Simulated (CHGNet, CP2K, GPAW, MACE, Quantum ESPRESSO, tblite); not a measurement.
**Twisted graphene monolayer on bilayer, 21.79° (42 atoms): other programs against plane waves**

One geometry of twisted graphene monolayer on bilayer, 21.79° (42 atoms) is solved by several programs and methods. How far do their forces lie from a plane-wave PBE run?

Results are calculated, not measured.

## (1) The structure

The cell holds 42 atoms (42 C), with edges of 6.51, 6.51 and 20.69 Å. Recipe: graphene (a = 2.46 Å) under graphene (a = 2.46 Å), monolayer on bilayer, commensurate cell of 7 unit cells a layer, twist 21.79 deg; facing planes 3.32, 3.37 Å apart as built; 14 Å of vacuum; minimised with a classical potential Then every atom was moved at random, 0.03 Å r.m.s. a Cartesian component.

## (2) The reference input

Quantum ESPRESSO 7.5: Kohn-Sham DFT, PBE, SSSP efficiency 1.3.0 pseudopotentials, plane waves. Its input, pw.in:

```
&control
  calculation = 'scf'
  pseudo_dir = './pseudo'
  outdir = './tmp'
  disk_io = 'none'
  tprnfor = .true.
/
&system
  ibrav = 0
  nat = 42
  ntyp = 1
  ecutwfc = 45
  ecutrho = 360
  nosym = .true.
  occupations = 'smearing'
  smearing = 'fd'
  degauss = 0.003675
/
&electrons
  conv_thr = 2.1e-07
  electron_maxstep = 100
  mixing_beta = 0.2
  mixing_mode = 'local-TF'
  diagonalization = 'david'
/
ATOMIC_SPECIES
C 12.011 C.upf
CELL_PARAMETERS angstrom
6.50850 0.00000 0.00000
-3.25425 5.63653 0.00000
0.00000 0.00000 20.69000
ATOMIC_POSITIONS crystal
C 0.19170 0.23974 0.33241
C 0.23755 0.04798 0.33638
C 0.33638 0.67601 0.33622
C 0.38194 0.48397 0.33438
[... 36 atom lines left out ...]
C 0.09828 0.47799 0.66308
C 0.04994 0.24492 0.66143
K_POINTS gamma
```

```console
$ OMP_NUM_THREADS=1 mpirun -np 4 pw.x -in pw.in > output.txt
```

Wall time 42 s (4 MPI ranks of Intel Xeon Platinum 8488C (Sapphire Rapids), shared host); peak memory 1.1 GiB.

It converged with an r.m.s. force component of 1.5 eV/Å.

## (3) The other programs

- CHGNet: machine-learned potential, published weights.
- CP2K 2026.2: Gaussian basis with GTH pseudopotentials and a plane-wave density; labels give functional, basis (MOLOPT sets; SR short-range, UZH the newer set with its own potentials), grid cutoff/relative cutoff and solver (OT: orbital transformation; TRS4, TC2, SIGN: linear-scaling purification with its sparsity filter), or its built-in tight binding.
- GPAW 26.7.0: PAW with atomic orbitals (LCAO), plane waves or a real-space grid of spacing h.
- MACE: machine-learned potential, published weights.
- Quantum ESPRESSO 7.5: plane waves; labels (QE) give functional, pseudopotential set and cutoffs of waves/density.
- tblite 0.8.0: extended tight binding, driven from Python.

All use the same cell and atoms, and the electronic-structure runs the same k-mesh.

## (4) Side by side

Differences are against the reference: forces as r.m.s. over components, share as that over the reference's r.m.s. force, slope as the fitted ratio of a run's forces to the reference's.

```csv
run,"Δ force, r.m.s. (meV/Å)",share (%),slope,cores,CPU time,memory (GiB)
reference,-,-,-,4,2.7 min,1.1
CHGNet 0.3.0 potential,464,30.4,0.741,1,3.9 s,1.1
"CP2K LDA, DZVP-MOLOPT-SR, 450/50 Ry, diagonalisation",35.1,2.31,0.997,2,2.3 min,1.8
"CP2K PBE+D4, DZVP-UZH, 450/50 Ry, diagonalisation",37.7,2.48,1.013,2,3.4 min,1.9
"CP2K PBE, DZVP-MOLOPT, 450/50 Ry, diagonalisation",33.0,2.17,1.020,2,26 min,1.9
"CP2K PBE, DZVP-UZH, 315/50 Ry, diagonalisation (coarse)",24.0,1.58,1.014,2,3.3 min,1.1
"CP2K PBE, DZVP-UZH, 450/30 Ry, diagonalisation (coarse)",23.7,1.56,1.014,2,2.6 min,1.8
"CP2K PBE, DZVP-UZH, 450/50 Ry, diagonalisation",23.7,1.56,1.014,2,3.3 min,1.8
"CP2K PBE, DZVP-UZH, 630/50 Ry, diagonalisation",23.7,1.56,1.014,4,3.9 min,3.5
"CP2K PBE, TZV2P-UZH, 450/50 Ry, diagonalisation",13.1,0.86,0.997,4,8 min,2.9
"CP2K TPSS, PBE potentials, DZVP-UZH, 450/50 Ry, diagonalisation",31.0,2.04,1.019,4,8.2 min,2.7
"GPAW PBE, LCAO dzp, h 0.2 Å",107,7.02,1.057,1,30 s,0.46
"GPAW PBE, LCAO dzp, h 0.2 Å, other mixer settings",106,6.98,1.056,1,37 s,0.43
"GPAW PBE, LCAO dzp, h 0.22 Å (coarse)",128,8.37,1.059,1,23 s,0.36
"GPAW PBE, LCAO szp(dzp), h 0.2 Å (coarse)",226,14.8,1.052,1,23 s,0.45
MACE MP-0b3 medium potential,270,17.8,0.839,1,8.2 s,0.82
MACE MPA-0 medium potential,169,11.1,0.950,1,7.7 s,0.86
"QE PBE+D3(BJ), sssp-1.3.0-efficiency, 45/360 Ry",27.5,1.81,1.005,2,2.6 min,1.0
"QE PBE, gbrv-1.5, 40/200 Ry",8.45,0.555,1.004,2,76 s,0.52
tblite GFN1-xTB,116,7.63,0.954,1,0.8 s,0.09
tblite GFN2-xTB,123,8.10,0.948,1,1.9 s,0.09
```

Rows marked coarse use a setting chosen to be so.

Times of the machine-learned potentials are mostly Python's start and the loading of weights.

CPU time is summed over cores on shared hosts, so it is rough.

## (5) What came out

Forces lie from 0.56 % (QE PBE, gbrv-1.5, 40/200 Ry) to 30 % (CHGNet 0.3.0 potential) of the reference's r.m.s. force of 1.5 eV/Å away from it. Other PBE runs on plane waves or a grid: QE PBE, gbrv-1.5, 40/200 Ry 0.56 % of the r.m.s. force; the reference has errors of its own, so differences under a few per cent don't tell which side is nearer the exact PBE result. The PBE runs in local orbitals, coarse settings apart, differ by 0.86 % (CP2K PBE, TZV2P-UZH, 450/50 Ry, diagonalisation) to 7.0 % (GPAW PBE, LCAO dzp, h 0.2 Å); basis, grid and potentials can all enter. Tight binding differs by 7.6 % (tblite GFN1-xTB) to 8.1 % (tblite GFN2-xTB); it is another model, with fitted parameters of its own, and the xTB methods hold dispersion.

Machine-learned potentials differ by 11 % (MACE MPA-0 medium potential) to 30 % (CHGNet 0.3.0 potential); they were trained on other programs' data. Among those trained on PBE data the slope goes as low as 0.74, which softening far from their training structures can give, though the reference's k-sampling is untested too. In the reference's own program, potentials and cutoffs, a change of model alone moves forces by 1.8 % (QE PBE+D3(BJ), sssp-1.3.0-efficiency, 45/360 Ry). Other rows with another functional or a dispersion term differ by 2.0 % (CP2K TPSS, PBE potentials, DZVP-UZH, 450/50 Ry, diagonalisation) to 2.5 % (CP2K PBE+D4, DZVP-UZH, 450/50 Ry, diagonalisation), which mixes the change of model with differences of basis and potentials, some of them made for another functional. Runs with settings chosen to be coarse differ by 1.6 % (CP2K PBE, DZVP-UZH, 450/30 Ry, diagonalisation) to 15 % (GPAW PBE, LCAO szp(dzp), h 0.2 Å), their programs' other errors included. From CP2K PBE, DZVP-UZH, 315/50 Ry, diagonalisation to the finer CP2K PBE, DZVP-UZH, 630/50 Ry, diagonalisation the share goes from 1.58 to 1.56 %, so the grid isn't what parts these runs from the reference. From GPAW PBE, LCAO dzp, h 0.22 Å to the finer GPAW PBE, LCAO dzp, h 0.2 Å, other mixer settings the share falls from 8.4 to 7.0 %.

**Limits.** Periodic xTB results under one method name differ between programs and library versions. Machine-learned potentials mimic data converged in k, so the reference's own k-point error enters their differences. The cell is under 6 Å thick along two periodic directions, so every atom has periodic images of itself close by, which move with it. The reference's PBE has no dispersion term, which matters for the binding between molecules or layers. One k-point is far too coarse for the carbon or group-IV sheet, and it can put spurious forces of up to about 1 eV/Å on the sheet's atoms. The electronic-structure runs sample only Γ, in a cell whose shortest periodic width is 6 Å. The slab repeats along its normal with no dipole correction. Where levels are smeared, the DFT runs use Fermi–Dirac occupations at 580 K (0.05 eV), and energies are free energies. The atoms were displaced at random, and shares hang on the size of the forces that this gives. The reference's cutoffs and mesh weren't converged further here.

[Long decimals in the printed logs are rounded to 6 places.]

[Logs are printed without paths, hosts, clocks, repeated set-up lines and the standing remarks that a program may print on its own settings, such as how far it seeks lower states.]

[Hosts, paths, dates, database ids (printed as entryN), source tags and the programs' standing remarks are cut or masked in the printed files.]

[Only finished runs are shown, without SIESTA runs on faulty potentials for Cu, Fe, Ni or Zn; cells were taken only where this reference lay near another plane-wave run.]
